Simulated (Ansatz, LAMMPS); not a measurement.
# Settings and their price: glassy 44SiO2-56MgO (mol %) (83 atoms)

Density of this cell: 2.76 g/cm³. The cell holds 83 atoms: 15 Si, 19 Mg and 49 O. Cell: a = 10.007 Å, b = 10.007 Å, c = 10.007 Å, α = 90.0°, β = 90.0°, γ = 90.0°. 83 atoms (15 Si, 19 Mg, 49 O) placed at random at 2.56 g/cm³, melted at 4000 K for 10 ps at fixed volume with the Morse and Coulomb pair potential with partial charges (Pedone, Malavasi, Menziani, Cormack and Segre, J. Phys. Chem. B 110, 11780 (2006)). Quenched from 4000 K to 300 K at 30 K/ps and fixed volume, held 10 ps at zero pressure.

Geometry: as built.

Reference run: Kohn-Sham DFT, PBE, PAW (set soft_2), plane waves (Ansatz 0.2.0), cutoff 420 eV, Γ point, fixed occupations.

```
r.m.s. force component                           : 1.457 eV/Å
pressure                                         : 5.684 GPa
gap (highest filled to lowest empty level) : 3.148 eV
SCF cycles                                       : 9
time                                             : 16 s on 4 threads of Arm Neoverse V2, shared host
```

Variants, in no order:
A. support functions medium, spacing 0.33 Å
B. support functions medium
C. support functions medium, spacing 0.275 Å

**Question.** Rank the variants by how far their forces lie from the reference's, least first.

B, C, A.

```csv
variant,"Δ force, r.m.s. (meV/Å)",share of r.m.s. force (%)
B. support functions medium,0.668,0.0458
"C. support functions medium, spacing 0.275 Å",3.27,0.224
"A. support functions medium, spacing 0.33 Å",29.2,2.01
```

[Logs are printed without paths, hosts, clocks, repeated set-up lines and the standing remarks that a program may print on its own settings, such as how far it seeks lower states.]

[Hosts, paths, dates, database ids (printed as entryN), source tags and the programs' standing remarks are cut or masked in the printed files.]
